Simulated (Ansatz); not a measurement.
VBiO4 (I4_1/a), computed twice by G0W0.

```yaml
crystal:
  lattice:
    - [-2.56105, 2.56105, 5.79606]
    - [2.56105, -2.56105, 5.79606]
    - [2.56105, 2.56105, -5.79606]
  atoms:
    - { symbol: V, position: [0.50000, 0.50000, 0.00000] }
    - { symbol: V, position: [0.25000, 0.75000, 0.50000] }
    - { symbol: Bi, position: [0.00000, 0.00000, 0.00000] }
    - { symbol: Bi, position: [0.75000, 0.25000, 0.50000] }
    - { symbol: O, position: [0.17085, 0.56190, 0.89101] }
    - { symbol: O, position: [0.31190, 0.92090, 0.89105] }
    - { symbol: O, position: [0.02984, 0.42085, 0.10895] }
    - { symbol: O, position: [0.67090, 0.27984, 0.10899] }
    - { symbol: O, position: [0.07910, 0.97016, 0.39101] }
    - { symbol: O, position: [0.72016, 0.82915, 0.39105] }
    - { symbol: O, position: [0.57915, 0.68810, 0.60899] }
    - { symbol: O, position: [0.43810, 0.32910, 0.60895] }
```

The cell and positions are those that the Materials Project relaxed with its own functionals (PBE, PBE+U or r2SCAN), kept fixed. Spin-orbit coupling is left out unless a run names it.

The first (Ansatz 0.2.0; start PBE, 4×4×4 mesh, 833 empty bands, screening to 180 eV, PAW set soft_1 files; 1 × NVIDIA H100 80GB HBM3 (shared by 6 runs) with 2 threads of AMD EPYC 7R13 (Zen 3), shared host) gave, on its mesh: starting gap 2.22 eV, G0W0 gap 3.56 eV, RPA ε∞ (mean) 6.85, 4.4 min.

The second gave: starting gap 2.22 eV, G0W0 gap 3.57 eV, RPA ε∞ (mean) 6.85, 6.1 min.

What was changed in the input? Choose among start, files, mesh, bands and cutoff, frequency model or another key.

Changed: frequency model from contour deformation to plasmon pole. The starting gap stayed, which rules out the functional and points to the GW step. Other changes could give like numbers; this is the one that was made.

Limits: not at the basis limit; no spin polarisation; d states lean on the start; no spin-orbit coupling.

[Paths, hosts, dates, memory and timing lines, banners, echoed tables and standing remarks are left out of the program output.]

[Logs are printed without paths, hosts, clocks, repeated set-up lines and the standing remarks that a program may print on its own settings, such as how far it seeks lower states.]

[Runs of the session that timed out or met a known fault of the program may be left out.]

[Cells called generated may have been cut or substituted from an entry of the Crystallography Open Database or the Materials Project.]

[Hosts, paths, dates, database ids (printed as entryN), source tags and the programs' standing remarks are cut or masked in the printed files.]
